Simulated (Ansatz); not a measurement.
# MgZn2S3: complex band structure

A new crystal, MgZn2S3: structure, gap and complex bands. It is built by putting Mg for part of the Zn in the ZnS structure of space group R3m, with the volume rescaled by atomic radii. The parent structure comes from the Materials Project.

Program: Ansatz 0.2.0. Level of theory: r2SCAN DFT, plane waves, PAW files, in the first sound run; inputs show where later runs differ. Results are calculated unless marked as measured.

The structure was built from a prototype and need not be the compound's stable phase.

## 1. Set-up

It takes space group R3m (No. 160, trigonal). Conventional cell: a = 3.874 Å, b = 3.874 Å, c = 28.554 Å, α = 90.00°, β = 90.00°, γ = 120.00°. Mg has 4 S at 2.37 to 2.38 Å nearest. Nearest to Zn lie 4 S at 2.37 Å. Zn has 4 S at 2.38 Å nearest. Nearest to S lie 3 Zn at 2.38 Å and 1 Mg at 2.38 Å. Nearest to S lie 4 Zn at 2.37 to 2.38 Å. S has 1 Zn at 2.37 Å and 3 Mg at 2.37 Å nearest. It derives from ZnS. Mg for part of the Zn in the ZnS structure of space group R3m. Farther neighbours and most contacts between anions are not listed.

## 2. Relaxing the new crystal

The substituted atoms don't fit the parent's cell, so cell and atoms relax together. A small smearing keeps the run stable in case the gap closes on the way.

input.yaml

```yaml
crystal:
  lattice:
    - [1.9368320485, 1.1182305046, 9.5178531815]
    - [-1.9368320485, 1.1182305046, 9.5178531815]
    - [0.0, -2.2364610091, 9.5178531815]
  atoms:
    - { symbol: Mg, position: [0.99997114, 0.99997114, 0.99997114] }
    - { symbol: Zn, position: [0.22226941, 0.22226941, 0.22226941] }
    - { symbol: Zn, position: [0.44461344, 0.44461344, 0.44461344] }
    - { symbol: S, position: [0.08326717, 0.08326717, 0.08326717] }
    - { symbol: S, position: [0.5278423, 0.5278423, 0.5278423] }
    - { symbol: S, position: [0.30536254, 0.30536254, 0.30536254] }
kpoints:
  mp_grid: { grid: [6, 6, 6] }
scf:
  occupations: { method: gaussian, width: 0.03 }
hamiltonian:
  xc: r2scan
output:
  forces: true
  stress: true
relax:
  f_tol: 0.02
  max_steps: 60
  cell: {}
```

Started as:

```bash
$ ansatz run input.yaml --threads 2 --pin off --max-ram 4096MiB --backend cpu --events-out ev --progress --plain --runs-dir out
```

Numbers of over 12 decimals in the logs are rounded to 6 here.

What it wrote:

```text
basis.fft_grid_basis auto: the FFT boxes are laid along the combinations [[1, 0, -1], [0, 1, -1], [0, 0, 1]] of the cell's own vectors, 3.874, 3.874 and 9.777 Å long. The dense box has 30×30×72 points. Along the cell's own vectors, as sized, it would have 72×72×72, 5.76 times as many. Of the 6 symmetry operations that the crystal satisfies within crystal.symmetry.tolerance (time reversal apart; of a slab, those that  [...]
Engine: ansatz 0.2.0, x86_64-unknown-linux-gnu
Pseudopotentials: kind: paw
Pseudopotential: Mg, paw, valence charge 10, recommended cutoff 500 eV (meta_gga), Mg.paw.azcp
Pseudopotential: Zn, paw, valence charge 12, recommended cutoff 500 eV (meta_gga), Zn.paw.azcp
Pseudopotential: S, paw, valence charge 6, recommended cutoff 500 eV (meta_gga), S.paw.azcp
Functional definition: r2SCAN
  parameter k0 = 0.174
  parameter k1 = 0.065
  parameter a1 = 4.9479
  exchange = r2scan_x(k0 = k0, k1 = k1, a1 = a1)
  correlation = r2scan_c
Crystal: 6 atoms, lattice volume = 123.684 Å³
Basis set: ecut = 500 eV, 3131 PW (Γ), FFT grids on a1−a3, a2−a3, a3, exchange–correlation on 120×120×288 points (64 copies of the dense FFT grid, shifted against one another)
Bands: 32, of which v1, the nominal top of the filled ones, is band 26 counted from 1 (25 counted from 0)
Symmetry: 6 space group operations
Space group: R3m (ITA 160), of the structure as read, at distance tolerance 5.0e-5 Å
k-points: 32 of 216 (time reversal used)
Non-local potential: Mg, projectors of the file, l = 0: 3, l = 1: 2, l = 2: 1
Non-local potential: Zn, projectors of the file, l = 0: 2, l = 1: 2, l = 2: 3, l = 3: 1
Non-local potential: S, projectors of the file, l = 0: 2, l = 1: 2, l = 2: 2
PAW form: soft (Blöchl's): semilocal exchange-correlation on the pseudo side does not see the compensation charge
PAW frozen core: Mg, regenerated for the run's functional (the file was generated under x = pbe(κ = 0.804, μ = 0.219515), c = pbe(β = 0.066725))
PAW frozen core: Zn, regenerated for the run's functional (the file was generated under x = pbe(κ = 0.804, μ = 0.219515), c = pbe(β = 0.066725))
PAW frozen core: S, regenerated for the run's functional (the file was generated under x = pbe(κ = 0.804, μ = 0.219515), c = pbe(β = 0.066725))
PAW one-centre angular grid: Mg, 302 points (default); XC on 224 Gauss nodes
PAW one-centre angular grid: Zn, 590 points (default); XC on 261 of its mesh's 2673 points in the sphere
PAW one-centre angular grid: S, 302 points (default); XC on 160 Gauss nodes
Initial density: superposition of atomic densities (neutral atoms: chi_scale 0, normalization atom), corrected by the library's trained network
Initial wavefunctions: pseudopotential atomic-orbital guess
Functional: x = r2scan, c = r2scan; τ floored in thin density (d = 2e-4 eV/Å³)
SCF iter   1: F=—  HF=-11302.236768 eV  |F-HF|=—  |Δ(HF+E_count)|=         —  Δρ=1.30e-2  dr2=9.92e-2  dr2_τ=2.07e-2  ethr=1.77e-3  ⟨swp⟩=6.9  Hψ=4683  notcnv=0
preconditioner: auto → Resta (q_TF=auto, 2.361 Å⁻¹)  ε∞=4.9  [insulator: Δε(μ)=2.925 eV  Ē_g=11.262 eV  σ=0.030 eV  W_gap=1.00  n_scr=30 (ndim 8)  ℏωp=22.1 eV  f_vac=0.034  D(μ)=0.00/eV (n_scr^D=0)  ε∞_Penn≈4.9]
SCF iter   2: F=—  HF=-11302.266329 eV  |F-HF|=—  |Δ(HF+E_count)|=   2.96e-2  Δρ=2.62e-3  dr2=5.60e-3  dr2_τ=5.76e-4  ethr=1.91e-4  ⟨swp⟩=2.5  Hψ=2105  notcnv=0  defer=42
SCF iter   3: F=—  HF=-11302.263190 eV  |F-HF|=—  |Δ(HF+E_count)|=   3.14e-3  Δρ=2.88e-3  dr2=5.07e-3  dr2_τ=4.59e-5  ethr=1.08e-5  ⟨swp⟩=2.0  Hψ=1740  notcnv=0  defer=10
automatic band count: iteration 3 solves 31 bands in place of 32: the levels show a gap, and the empty bands left out lie too high to hold charge; the band table lists the bands solved (type scf.n_extra_bands for more)
SCF iter   4: F=—  HF=-11302.263013 eV  |F-HF|=—  |Δ(HF+E_count)|=   1.77e-4  Δρ=9.29e-4  dr2=5.66e-4  dr2_τ=1.00e-5  ethr=9.76e-6  ⟨swp⟩=1.0  Hψ=982  notcnv=0  defer=10
SCF iter   5: F=—  HF=-11302.263032 eV  |F-HF|=—  |Δ(HF+E_count)|=   1.96e-5  Δρ=1.94e-4  dr2=3.69e-5  dr2_τ=6.43e-7  ethr=1.09e-6  ⟨swp⟩=2.0  Hψ=1814  notcnv=0  defer=10
SCF iter   6: F=—  HF=-11302.263042 eV  |F-HF|=—  |Δ(HF+E_count)|=   9.79e-6  Δρ=4.01e-5  dr2=1.84e-6  dr2_τ=2.71e-8  ethr=7.10e-8  ⟨swp⟩=2.0  Hψ=1814  notcnv=0  defer=10
SCF iter   7: F=—  HF=-11302.263043 eV  |F-HF|=—  |Δ(HF+E_count)|=   6.20e-7  Δρ=2.32e-5  dr2=4.06e-7  dr2_τ=4.70e-9  ethr=3.55e-9  ⟨swp⟩=2.0  Hψ=1590  notcnv=0  defer=10
SCF iter   8: F=-11302.263043 eV  HF=-11302.263043 eV  |F-HF|=8.43e-9  |Δ(HF+E_count)|=   2.11e-7  Δρ=6.15e-6  dr2=4.65e-8  dr2_τ=1.23e-9  ethr=1.92e-10  ⟨swp⟩=5.0  Hψ=4112  notcnv=0
SCF 1 converged in 8 iterations: F = -11302.263043 eV  dr2 = 4.65e-8
  greatest PAW one-centre occupation: 1.000 electrons in one spin orbital (limit 2), on the Mg atom at site 0 (counted from 0), in its partial waves of l = 0
relax step   1: F+E_penalty+E_count = -11302.26304259 eV  Δ(F+E_penalty+E_count) = +0.000e0 eV  max|allowed force component| = 7.528e-1 eV/Å  Δτ_max = 0.0000 Å  P = -0.000 GPa  Ω = 123.684 Å³  (8 SCF iters, dr2 threshold 1.00e-7 eV, accepted)
Crystal: 6 atoms, lattice volume = 123.695 Å³
Initial density: handed on by an earlier stage of this run
Initial wavefunctions: those handed on with the density
iter 1 solved again at ethr=2.41e-5 eV; its pass at ethr=3.10e-3 eV (dr2=1.25e-2 eV) is discarded
SCF iter   1: F=—  HF=-11302.290928 eV  |F-HF|=—  |Δ(HF+E_count)|=         —  Δρ=3.98e-3  dr2=1.26e-2  dr2_τ=4.60e-2  ethr=2.41e-5  ⟨swp⟩=1.8  Hψ=4413  notcnv=0
automatic band count: iteration 1 solves 30 bands in place of 32: the levels show a gap, and the empty bands left out lie too high to hold charge; the band table lists the bands solved (type scf.n_extra_bands for more)
preconditioner: auto → Resta (q_TF=auto, 2.361 Å⁻¹)  ε∞=5.4  [insulator: Δε(μ)=2.959 eV  Ē_g=10.564 eV  σ=0.030 eV  W_gap=1.00  n_scr=30 (ndim 8)  ℏωp=22.1 eV  f_vac=0.035  D(μ)=0.00/eV (n_scr^D=0)  ε∞_Penn≈5.4]
SCF iter   2: F=—  HF=-11302.316702 eV  |F-HF|=—  |Δ(HF+E_count)|=   2.58e-2  Δρ=2.15e-3  dr2=3.50e-3  dr2_τ=9.30e-5  ethr=2.41e-5  ⟨swp⟩=2.9  Hψ=1853  notcnv=0
SCF iter   3: F=—  HF=-11302.316960 eV  |F-HF|=—  |Δ(HF+E_count)|=   2.58e-4  Δρ=5.44e-4  dr2=4.05e-4  dr2_τ=1.66e-5  ethr=6.73e-6  ⟨swp⟩=3.0  Hψ=1778  notcnv=0
SCF iter   4: F=—  HF=-11302.317034 eV  |F-HF|=—  |Δ(HF+E_count)|=   7.40e-5  Δρ=2.76e-4  dr2=8.45e-5  dr2_τ=1.25e-6  ethr=7.78e-7  ⟨swp⟩=2.0  Hψ=1568  notcnv=0
SCF iter   5: F=—  HF=-11302.317014 eV  |F-HF|=—  |Δ(HF+E_count)|=   2.03e-5  Δρ=1.31e-4  dr2=2.58e-5  dr2_τ=5.49e-7  ethr=1.63e-7  ⟨swp⟩=2.0  Hψ=1568  notcnv=0
SCF iter   6: F=—  HF=-11302.317009 eV  |F-HF|=—  |Δ(HF+E_count)|=   5.03e-6  Δρ=3.97e-5  dr2=3.92e-6  dr2_τ=4.41e-8  ethr=4.95e-8  ⟨swp⟩=2.0  Hψ=1567  notcnv=0
SCF iter   7: F=-11302.317009 eV  HF=-11302.317009 eV  |F-HF|=3.30e-8  |Δ(HF+E_count)|=   3.48e-7  Δρ=1.02e-5  dr2=2.38e-7  dr2_τ=2.35e-9  ethr=1.15e-9  ⟨swp⟩=3.0  Hψ=4356  notcnv=0
SCF 2 converged in 7 iterations: F = -11302.317009 eV  dr2 = 2.38e-7
relax step   2: F+E_penalty+E_count = -11302.31700906 eV  Δ(F+E_penalty+E_count) = -5.397e-2 eV  max|allowed force component| = 1.630e-1 eV/Å  Δτ_max = 0.0638 Å  P = -0.091 GPa  Ω = 123.695 Å³  energy of the carried Pulay correction = -2.089e-6 eV  (7 SCF iters, dr2 threshold 6.00e-7 eV, accepted)
Crystal: 6 atoms, lattice volume = 123.551 Å³
iter 1 solved again at ethr=2.50e-6 eV; its pass at ethr=3.10e-3 eV (dr2=1.30e-3 eV) is discarded
SCF iter   1: F=—  HF=-11302.318192 eV  |F-HF|=—  |Δ(HF+E_count)|=         —  Δρ=1.17e-3  dr2=1.43e-3  dr2_τ=3.80e-3  ethr=2.50e-6  ⟨swp⟩=2.0  Hψ=4810  notcnv=0
automatic band count: iteration 1 solves 30 bands in place of 32: the levels show a gap, and the empty bands left out lie too high to hold charge; the band table lists the bands solved (type scf.n_extra_bands for more)
preconditioner: auto → Resta (q_TF=auto, 2.362 Å⁻¹)  ε∞=5.4  [insulator: Δε(μ)=2.971 eV  Ē_g=10.579 eV  σ=0.030 eV  W_gap=1.00  n_scr=30 (ndim 8)  ℏωp=22.2 eV  f_vac=0.034  D(μ)=0.00/eV (n_scr^D=0)  ε∞_Penn≈5.4]
SCF iter   2: F=—  HF=-11302.320516 eV  |F-HF|=—  |Δ(HF+E_count)|=   2.32e-3  Δρ=6.10e-4  dr2=3.56e-4  dr2_τ=7.96e-6  ethr=2.50e-6  ⟨swp⟩=2.0  Hψ=1792  notcnv=0
SCF iter   3: F=—  HF=-11302.320519 eV  |F-HF|=—  |Δ(HF+E_count)|=   3.42e-6  Δρ=1.69e-4  dr2=4.16e-5  dr2_τ=1.43e-6  ethr=6.84e-7  ⟨swp⟩=3.0  Hψ=1719  notcnv=0
SCF iter   4: F=—  HF=-11302.320526 eV  |F-HF|=—  |Δ(HF+E_count)|=   6.97e-6  Δρ=1.06e-4  dr2=1.13e-5  dr2_τ=1.46e-7  ethr=8.00e-8  ⟨swp⟩=2.0  Hψ=1568  notcnv=0
SCF iter   5: F=—  HF=-11302.320522 eV  |F-HF|=—  |Δ(HF+E_count)|=   3.81e-6  Δρ=3.63e-5  dr2=2.45e-6  dr2_τ=5.29e-8  ethr=2.17e-8  ⟨swp⟩=2.0  Hψ=1568  notcnv=0
SCF iter   6: F=-11302.320522 eV  HF=-11302.320522 eV  |F-HF|=5.00e-8  |Δ(HF+E_count)|=   2.23e-8  Δρ=1.12e-5  dr2=2.52e-7  dr2_τ=4.34e-9  ethr=1.15e-9  ⟨swp⟩=5.0  Hψ=3971  notcnv=0
SCF 3 converged in 6 iterations: F = -11302.320522 eV  dr2 = 2.52e-7
relax step   3: F+E_penalty+E_count = -11302.32052223 eV  Δ(F+E_penalty+E_count) = -3.513e-3 eV  max|allowed force component| = 2.177e-2 eV/Å  Δτ_max = 0.0200 Å  P = -0.006 GPa  Ω = 123.551 Å³  energy of the carried Pulay correction = +2.635e-5 eV  (6 SCF iters, dr2 threshold 6.00e-7 eV, accepted)
[...]
relax step   4: F+E_penalty+E_count = -11302.32059597 eV  Δ(F+E_penalty+E_count) = -7.374e-5 eV  max|allowed force component| = 6.394e-3 eV/Å  Δτ_max = 0.0018 Å  P = -0.001 GPa  Ω = 123.549 Å³  energy of the carried Pulay correction = +2.675e-5 eV  (6 SCF iters, dr2 threshold 2.96e-8 eV, accepted)
Initial wavefunctions: pseudopotential atomic-orbital guess (no wavefunctions were taken with the density)
iter 1 solved again at ethr=1.18e-7 eV; its pass at ethr=3.10e-3 eV (dr2=6.11e-5 eV) is discarded
SCF iter   1: F=—  HF=-11302.320571 eV  |F-HF|=—  |Δ(HF+E_count)|=         —  Δρ=2.66e-6  dr2=9.20e-9  dr2_τ=1.63e-9  ethr=1.18e-7  ⟨swp⟩=3.5  Hψ=7903  notcnv=0
eigensolver tolerance schedule: the retry pair's looser diagonalisation over-reported the residual by 6643.62 of it (diagonalisation noise at 0.34 of the residual, at the tolerance the schedule requests for it); recorded, not acted on — ethr = c·dr2/N_el stays at c = 1.0e-1
preconditioner: auto → Resta (q_TF=auto, 2.362 Å⁻¹)  ε∞=5.0  [insulator: Δε(μ)=2.967 eV  Ē_g=11.135 eV  σ=0.030 eV  W_gap=1.00  n_scr=30 (ndim 8)  ℏωp=22.2 eV  f_vac=0.035  D(μ)=0.00/eV (n_scr^D=0)  ε∞_Penn≈5.0]
SCF iter   2: F=—  HF=-11302.320569 eV  |F-HF|=—  |Δ(HF+E_count)|=   1.30e-6  Δρ=2.38e-6  dr2=6.57e-9  dr2_τ=1.45e-10  ethr=1.77e-11  ⟨swp⟩=2.9  Hψ=2140  notcnv=0
SCF iter   3: F=—  HF=-11302.320569 eV  |F-HF|=—  |Δ(HF+E_count)|=  7.39e-10  Δρ=9.86e-7  dr2=2.15e-9  dr2_τ=3.83e-11  ethr=1.26e-11  ⟨swp⟩=2.0  Hψ=1351  notcnv=0
SCF iter   4: F=—  HF=-11302.320569 eV  |F-HF|=—  |Δ(HF+E_count)|=  4.26e-10  Δρ=5.63e-7  dr2=2.87e-10  dr2_τ=1.12e-11  ethr=4.13e-12  ⟨swp⟩=2.0  Hψ=1760  notcnv=0
SCF iter   5: F=-11302.320569 eV  HF=-11302.320569 eV  |F-HF|=1.82e-11  |Δ(HF+E_count)|=  3.27e-11  Δρ=1.59e-7  dr2=4.33e-11  dr2_τ=6.62e-13  ethr=1.00e-12  ⟨swp⟩=3.3  Hψ=4519  notcnv=0
SCF 5 converged in 5 iterations: F = -11302.320569 eV  dr2 = 4.33e-11
relax step   5: F+E_penalty+E_count = -11302.32056928 eV  Δ(F+E_penalty+E_count) = +2.669e-5 eV  max|allowed force component| = 6.393e-3 eV/Å  Δτ_max = 0.0000 Å  P = -0.001 GPa  Ω = 123.549 Å³  stress off target by 1.11e-2 GPa  SCF on the basis re-selected at this cell (its energy is not comparable with the rows above)  (5 SCF iters)
basis re-selected at this cell: Δ(F+E_penalty+E_count) = +2.669e-5 eV, ΔP = +0.000 GPa vs the last step (what re-selecting the basis moved, of the pressure what is left beyond the Pulay correction that the steps carried, after the strain that the cell walked since its last selection, with what the two solves' SCF thresholds leave and, on support functions, any second-order correction that the steps lacked; it is no m [...]
SCF converged after 5 iterations
Free energy (F): -11302.320569 eV
Harris-Foulkes:  -11302.320569 eV  (|F-HF|=1.82e-11)
Internal energy: -11302.320569 eV  (E = F + TS)
E sigma→0 (E₀):  -11302.320569 eV
Fermi energy:    6.179329 eV
--- Per-component energies (eV) ---
  E_band       = -393.692602
  E_kinetic    = 658.497612
  E_local      = -6055.098609  (includes V_loc(G=0)·N_el)
  E_nonlocal   = 1417.743541
  E_hartree    = 2438.233056
  E_xc         = -551.260028
  E_vxc        = -431.378941  (∫ρ·V_xc dr)
  E_paw        = -5826.368483  (= ΣΔE_a)
  E_vpaw       = -881.632775  (= ΣTr[D̂ρ^β])
  E_aug_tail   = -0.000107  (compensation charges beyond the density's cutoff)
  E_vtau       = 21.710753  (kinetic-family band-sum trace: ∫τ·v_τ [+ j·A + Jᵃ·Aᵃ] dr)
  E_ewald      = -3383.346806
  E_core_change = -0.720746  (= ΣΔE_core)
  E_smearing   = -0.000000  (= −TS)
  E_closure    = -0.000000  (closes the sum)
  Σ components = -11302.320569   (vs F -11302.320569, Δ=0.00e0)
--- Forces (eV/Å), atoms counted from 1 ---
  atom   1  Mg     0.00000000     0.00000000     0.00077847
  atom   2  Zn     0.00000000     0.00000000     0.00641832
  atom   3  Zn     0.00000000     0.00000000     0.00447569
  atom   4  S      0.00000000    -0.00000000    -0.00322184
  atom   5  S      0.00000000    -0.00000000    -0.00620998
  atom   6  S      0.00000000    -0.00000000    -0.00208983
  max |Σ_I F_I| component: 1.51e-4 eV/Å
--- Stress (GPa, compression-positive) ---
        0.004762       0.000000      -0.000000
        0.000000       0.004762      -0.000000
       -0.000000      -0.000000      -0.011057
  P = ⅓ Tr σ = -0.0005 GPa (-0.005 kbar)
--- Relaxed structure (4 steps of the walk, 4 accepted, 1 SCFs on fresh bases) ---
  F+E_penalty+E_count = -11302.32056928 eV   max|allowed force component| = 6.393e-3 eV/Å   (the final SCF, on the basis selected at the relaxed cell)
  cell:  # Å, volume = 123.5485 Å³
    - [1.934905, 1.117118, 9.526372]
    - [-1.934905, 1.117118, 9.526372]
    - [0, -2.234236, 9.526372]
  atoms:
    - { symbol: Mg, position: [1.000023, 1.000023, 1.000023] }
    - { symbol: Zn, position: [0.220743, 0.220743, 0.220743] }
    - { symbol: Zn, position: [0.446151, 0.446151, 0.446151] }
    - { symbol: S, position: [0.085992, 0.085992, 0.085992] }
    - { symbol: S, position: [0.527934, 0.527934, 0.527934] }
    - { symbol: S, position: [0.302483, 0.302483, 0.302483] }
```

Elapsed: 41 s, on 2 threads of Intel Xeon Platinum 8488C (Sapphire Rapids), shared host; peak memory 0.72 GiB; 80 s of CPU time.

Step by step:

| step | energy less that of the first step (eV) | largest force component (eV/Å) | pressure (GPa) | volume (Å³) |
| --- | --- | --- | --- | --- |
| 1 | 0.0000 | 0.7528 | 0.00 | 123.68 |
| 2 | -0.0540 | 0.1630 | -0.09 | 123.69 |
| 3 | -0.0575 | 0.0218 | -0.01 | 123.55 |
| 4 | -0.0576 | 0.0064 | 0.00 | 123.55 |
| 5* | -0.0575 | 0.0064 | 0.00 | 123.55 |

Relaxation steps marked * repeat the geometry before them on a plane-wave basis chosen anew for their cell, so energy and pressure can jump there.

The run keeps the 6 symmetry operations that it works with, so distortions that break them were not tested.

| conventional cell, symmetrised | before | after | change |
| --- | --- | --- | --- |
| a (Å) | 3.874 | 3.870 | -0.1 % |
| b (Å) | 3.874 | 3.870 | -0.1 % |
| c (Å) | 28.554 | 28.579 | +0.1 % |
| volume (Å³/atom) | 20.61 | 20.59 | -0.1 % |

The atoms that moved most (Å, as changes of fractional coordinates times the final cell):

| atom | dx | dy | dz | length |
| --- | --- | --- | --- | --- |
| S6 | 0.000 | 0.000 | -0.082 | 0.082 |
| S4 | 0.000 | 0.000 | 0.078 | 0.078 |
| Zn3 | 0.000 | 0.000 | 0.044 | 0.044 |
| Zn2 | 0.000 | 0.000 | -0.044 | 0.044 |

Numbers from this step:

```yaml
free_energy: -11302.3206 eV
fermi_energy: 6.179 eV
pressure: -5.11e-4 GPa
```

The largest force component on a free atom ends at 0.0064 eV/Å.

## 3. The bulk crystal and its band edges

The energy window and the wavevectors of the next steps follow from the band edges, so these are searched first, off the mesh as well.

input.yaml

```yaml
crystal:
  lattice:
    - [1.9349052012, 1.1171180388, 9.5263717797]
    - [-1.9349052012, 1.1171180388, 9.5263717797]
    - [0.0, -2.2342360775, 9.5263717797]
  atoms:
    - { symbol: Mg, position: [1.0000230144, 1.0000230144, 1.0000230144] }
    - { symbol: Zn, position: [0.2207428675, 0.2207428675, 0.2207428675] }
    - { symbol: Zn, position: [0.4461509632, 0.4461509632, 0.4461509632] }
    - { symbol: S, position: [0.0859921126, 0.0859921126, 0.0859921126] }
    - { symbol: S, position: [0.5279341135, 0.5279341135, 0.5279341135] }
    - { symbol: S, position: [0.3024829287, 0.3024829287, 0.3024829287] }
kpoints:
  mp_grid: { grid: [8, 8, 8] }
  band_path: { path: [VBM, CBM], npoints: 30 }
scf:
  occupations: { method: fixed }
hamiltonian:
  xc: r2scan
output:
  eigenvalues: true
  write_potential: true
  write_density: true
  volumetric_format: npy
```

What it wrote:

```text
[...]
Crystal: 6 atoms, lattice volume = 123.549 Å³
Basis set: ecut = 500 eV, 3119 PW (Γ), FFT grids on a1−a2, a2, −a2+a3, exchange–correlation on 120×288×120 points (64 copies of the dense FFT grid, shifted against one another)
Bands: 32, of which v1, the nominal top of the filled ones, is band 26 counted from 1 (25 counted from 0)
Symmetry: 6 space group operations
[...]
k-points: 65 of 512 (time reversal used)
[...]
SCF iter   1: F=—  HF=-11302.297893 eV  |F-HF|=—  |Δ(HF+E_count)|=         —  Δρ=1.30e-2  dr2=1.00e-1  dr2_τ=2.05e-2  ethr=1.77e-3  ⟨swp⟩=4.5  Hψ=7499  notcnv=0  defer=229
[...]
SCF iter   8: F=-11302.322971 eV  HF=-11302.322971 eV  |F-HF|=8.89e-9  |Δ(HF+E_count)|=   1.99e-7  Δρ=6.46e-6  dr2=4.33e-8  dr2_τ=1.23e-9  ethr=1.92e-10  ⟨swp⟩=9.7  Hψ=8954  notcnv=0
SCF 1 converged in 8 iterations: F = -11302.322971 eV  dr2 = 4.33e-8
[...]
NSCF: frozen V_eff on 32 k-points
[...]
SCF converged after 8 iterations
Free energy (F): -11302.322971 eV
[...]
Internal energy: -11302.322971 eV  (E = F + TS)
E sigma→0 (E₀):  -11302.322971 eV
Fermi energy:    4.694771 eV
[...]
--- Band table (eV; the first three rows and the last of 65) ---
  k-point 0: bands = [... 22 lower, 4.1766, 4.5773, 4.6948, 4.6948, 7.6623, 8.5632, 9.9065, 11.7938, ... 2 higher]
  k-point 1: bands = [... 22 lower, 3.9120, 3.9844, 4.4780, 4.5674, 8.4043, 9.2202, 10.4138, 11.2761, ... 2 higher]
  k-point 2: bands = [... 22 lower, 3.3647, 3.5993, 4.1728, 4.2817, 9.1951, 9.5840, 10.1669, 11.0570, ... 2 higher]
  k-point 64: bands = [... 22 lower, 4.2892, 4.2892, 4.6349, 4.6349, 8.3612, 8.6035, 9.8524, 11.5994, ... 2 higher]
```

It took 38 s on 2 threads; peak memory 0.77 GiB.

Numbers from this step:

```
free energy         : -11302.3230 eV
Fermi energy        : 4.695 eV
gap on the k-mesh   : 2.968 eV
gap on path         : 2.968 eV, by band count; negative where bands overlap
direct gap on path  : 2.968 eV
edge places on path : 0, 0 1/A along the path
```

Levels at VBM (eV): -6.19, -6.19, -6.17, -6.15, -6.15, -5.96, -5.74, -5.74, -5.71, -5.71, -4.06, -3.22, -0.81, -0.81, -0.52, -0.52, -0.12, 0.00, 0.00, 2.97, 3.87, 5.21, 7.10, 7.10, 7.45.

The searched edges give 2.97 eV, as on the mesh.

[end of part 1 of 3]

[Logs are printed without paths, hosts, clocks, repeated set-up lines and the standing remarks that a program may print on its own settings, such as how far it seeks lower states.]

[Hosts, paths, dates, database ids (printed as entryN), source tags and the programs' standing remarks are cut or masked in the printed files.]
